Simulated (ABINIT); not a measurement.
# InSnH3 (Pm-3m): phonons by linear response, part 5 of 5

How does InSnH3 (Pm-3m) vibrate, and is this structure a minimum?

ABINIT 10.8.3; DFT LDA, scalar-relativistic, plane waves, HGH norm-conserving pseudopotentials.

So far. Step 7 (Zone-centre response): The acoustic modes at Γ come out as far as 0.1 cm⁻¹ from zero, where they should vanish, a small numerical error. The lowest optical mode is imaginary, 331i cm⁻¹, an instability at this level and on this k mesh. Step 8 (Zone-centre analysis): The rule moves no optical mode by more than 0.1 cm⁻¹. The relaxed cell has a = 4.086 Å (conventional setting).

The structure was built from a prototype and need not be the compound's stable phase.

**10. Dispersion (continued)**

Anaddb. The phonon branches at the labelled points (cm⁻¹):

| point | branch 1 | branch 2 | branch 3 | branch 4 | branch 12 | branch 13 | branch 14 | branch 15 |
| --- | --- | --- | --- | --- | --- | --- | --- | --- |
| Γ | -331 | -331 | -331 | 0 | 224 | 261 | 261 | 261 |
| halfway | -578 | -578 | -262 | -179 | 109 | 281 | 281 | 627 |
| X | -749 | -749 | -433 | -343 | 130 | 313 | 313 | 938 |
| halfway | -515 | -341 | -204 | -164 | 227 | 302 | 363 | 929 |
| M | -190 | -31 | 26 | 26 | 263 | 395 | 702 | 1008 |
| halfway | -547 | -292 | -138 | -28 | 160 | 197 | 377 | 622 |
| Γ | -331 | -331 | -331 | 0 | 224 | 261 | 261 | 261 |
| halfway | -218 | -165 | -165 | -71 | 223 | 332 | 607 | 607 |
| R | -128 | -128 | -128 | 58 | 378 | 683 | 979 | 979 |
| halfway | -266 | -182 | 26 | 40 | 305 | 397 | 595 | 929 |
| X | -749 | -749 | -433 | -343 | 130 | 313 | 313 | 938 |
| jump to R | -128 | -128 | -128 | 58 | 378 | 683 | 979 | 979 |
| halfway | -162 | -54 | -54 | 46 | 386 | 559 | 818 | 993 |
| M | -190 | -31 | 26 | 26 | 263 | 395 | 702 | 1008 |

The path dips to 749i cm⁻¹.

**11. Sums over the zone**

Sums over the zone need many more wavevectors than were solved, so the interpolation is sampled on a dense mesh.

File anaddb.abi:

```
ddb_filepath "all_DDB"
output_file "anaddb.abo"
outdata_prefix "anaddb"
ifcflag 1
ngqpt 2 2 2
nqshft 1
q1shft 0.0 0.0 0.0
asr 1
chneut 0
dipdip 0
dipquad 0
quadquad 0
prtdos 2
ng2qpt 11 11 11
dosdeltae 4.5563e-06
ntemper 11
temperinc 100.0
tempermin 0.0
```

The run is started by

```console
> OMP_NUM_THREADS=1 anaddb anaddb.abi > anaddb.log
```

anaddb.abo, the main output file:

```text
-outvars_anaddb: echo values of input variables ----------------------

 Flags :
     ifcflag         1
 Miscellaneous information :
         asr         1
      chneut         0
 Interatomic Force Constants Inputs :
      dipdip         0
     dipquad         0
    quadquad         0
      ifcana         0
      ifcout         0
 Description of grid 1 :
        brav         1
       ngqpt         2         2         2
      nqshft         1
      q1shft
                     0.00000000E+00  0.00000000E+00  0.00000000E+00
 Phonon DOS information :
   dosdeltae  4.55630000E-06
    dossmear  4.55633525E-06
 Description of grid 2 (Fourier interp. or BZ sampling):
      ng2qpt        11        11        11
      ngrids         4
      q2shft         0.00000000E+00  0.00000000E+00  0.00000000E+00

================================================================================

 read the DDB information and perform some checks

  ==== Info on the Cryst% object ====
 Real(R)+Recip(G) space primitive vectors, cartesian coordinates (Bohr,Bohr^-1):
 R(1)=  7.7212648  0.0000000  0.0000000  G(1)=  0.1295125  0.0000000  0.0000000
 R(2)=  0.0000000  7.7212648  0.0000000  G(2)=  0.0000000  0.1295125  0.0000000
 R(3)=  0.0000000  0.0000000  7.7212648  G(3)=  0.0000000  0.0000000  0.1295125
 Unit cell volume ucvol=  4.6032582E+02 bohr^3
 Angles (23,13,12)=  9.00000000E+01  9.00000000E+01  9.00000000E+01 degrees
 Time-reversal symmetry is present
 Reduced atomic positions [iatom, xred, symbol]:
    1)    0.0000000  0.0000000  0.0000000  In
    2)    0.5000000  0.5000000  0.5000000  Sn
    3)    0.5000000  0.5000000  0.0000000   H
    4)    0.5000000  0.0000000  0.5000000   H
    5)    0.0000000  0.5000000  0.5000000   H

 DDB file with 4 blocks has been read.

================================================================================

 Calculation of the interatomic forces

       Homogeneous q point set in the B.Z.
 Grid q points  :        8
  1)   0.00000000E+00  0.00000000E+00  0.00000000E+00
  2)   5.00000000E-01  0.00000000E+00  0.00000000E+00
  3)   0.00000000E+00  5.00000000E-01  0.00000000E+00
  4)   5.00000000E-01  5.00000000E-01  0.00000000E+00
  5)   0.00000000E+00  0.00000000E+00  5.00000000E-01
  6)   5.00000000E-01  0.00000000E+00  5.00000000E-01
  7)   0.00000000E+00  5.00000000E-01  5.00000000E-01
  8)   5.00000000E-01  5.00000000E-01  5.00000000E-01

 The interatomic forces have been obtained

================================================================================

 Calculation of phonon density of states

 Average speed of sound partial sums:     0.7277044358E-03 (at units)
-                                   =           1.5920 [km/s]

 Debye frequency from partial sums:     0.3673529795E-03 (Ha)
-                                 =     0.2417066492E+01 (THz)
-Debye temperature from partial sums:     0.1160008962E+03 (K)

 Average speed of sound:     0.5646709563E-04 (at units)
-                      =           0.1235 [km/s]

 Debye frequency from DOS:     0.2850519360E-04 (Ha)
-                        =     0.1875551639E+00 (THz)
-Debye temperature from DOS:     0.9001228215E+01 (K)

-
```

It took 1.9 s on 1 thread of Intel Xeon at 2.70GHz, shared host.

Numbers from this step:

```
share of modes beyond 3i cm⁻¹ on the dense interpolated mesh : 0.2817
```

The phonon density of states has structure finer than the step of the table below, so its rows give means over 50 cm⁻¹, whole bins alone (the curve runs from -779 to 1033 cm⁻¹). Peaks (cm⁻¹: height): 36.7: 0.0858, 120.7: 0.0472, 300.7: 0.0232.

Tetrahedra. Table of phonon density of states by wavenumber; means over each step:

wavenumber (cm⁻¹), phonon density of states (1/cm⁻¹/cell) and a bar:
```
     -750     0.0001 
     -700     0.0006 
     -650     0.0012 #
     -600     0.0017 #
     -550     0.0025 #
     -500     0.0030 #
     -450     0.0029 #
     -400     0.0041 ##
     -350     0.0051 ##
     -300     0.0085 ####
     -250     0.0102 #####
     -200     0.0105 #####
     -150     0.0102 #####
     -100     0.0097 #####
      -50     0.0093 ####
        0     0.0164 ########
       50     0.0621 ##############################
      100     0.0376 ##################
      150     0.0166 ########
      200     0.0076 ####
      250     0.0139 #######
      300     0.0192 #########
      350     0.0106 #####
      400     0.0041 ##
      450     0.0025 #
      500     0.0023 #
      550     0.0022 #
      600     0.0022 #
      650     0.0027 #
      700     0.0024 #
      750     0.0021 #
      800     0.0021 #
      850     0.0033 ##
      900     0.0055 ###
      950     0.0043 ##
     1000     0.0009
```

**12. Results**

* space group after relaxation: Pm-3m
* volume per atom: 13.6 Å³
* highest optical zone-centre mode (no LO-TO term): 261.3 cm⁻¹
* lowest optical zone-centre mode: -330.6 cm⁻¹
* q mesh: 2×2×2
* lowest mode on the q mesh (acoustic ones at the zone centre apart): -749.3 cm⁻¹
* imaginary modes on the q mesh: yes

What this shows: InSnH3 (Pm-3m) is unstable: a mode solved on the 2×2×2 mesh is imaginary, 749i cm⁻¹; its spectrum reaches 1008 cm⁻¹. At the LDA level the optical modes of InSnH3 (Pm-3m) at the zone centre run from 331i to 261 cm⁻¹, so the structure is a saddle point, with 3 modes beyond 10i cm⁻¹ there. The base run prints -0.41 GPa, mostly the error of a finite basis; the relaxation, with a smoothed and higher cutoff, had brought the cell to rest. The most unstable solved mode lies at q = (0.5, 0, 0), on the zone boundary, so the distortion that it points to doubles the cell. These are harmonic frequencies at zero temperature: anharmonic shifts and linewidths and thermal expansion are left out. The HGH files keep few electrons and have no core correction, which is cheap but rough for In and Sn. In a metal the frequencies hang on the k mesh and the smearing, most of all near Kohn anomalies. The q mesh stands for a supercell only 8.2 Å across, so branches between the solved wavevectors are rough. The structure is a hypothetical one, built on a prototype.

[Host names and launcher messages were left out of these logs when they were recorded.]

[Logs are printed without paths, hosts, clocks, repeated set-up lines and the standing remarks that a program may print on its own settings, such as how far it seeks lower states.]

[Hosts, paths, dates, database ids (printed as entryN), source tags and the programs' standing remarks are cut or masked in the printed files.]
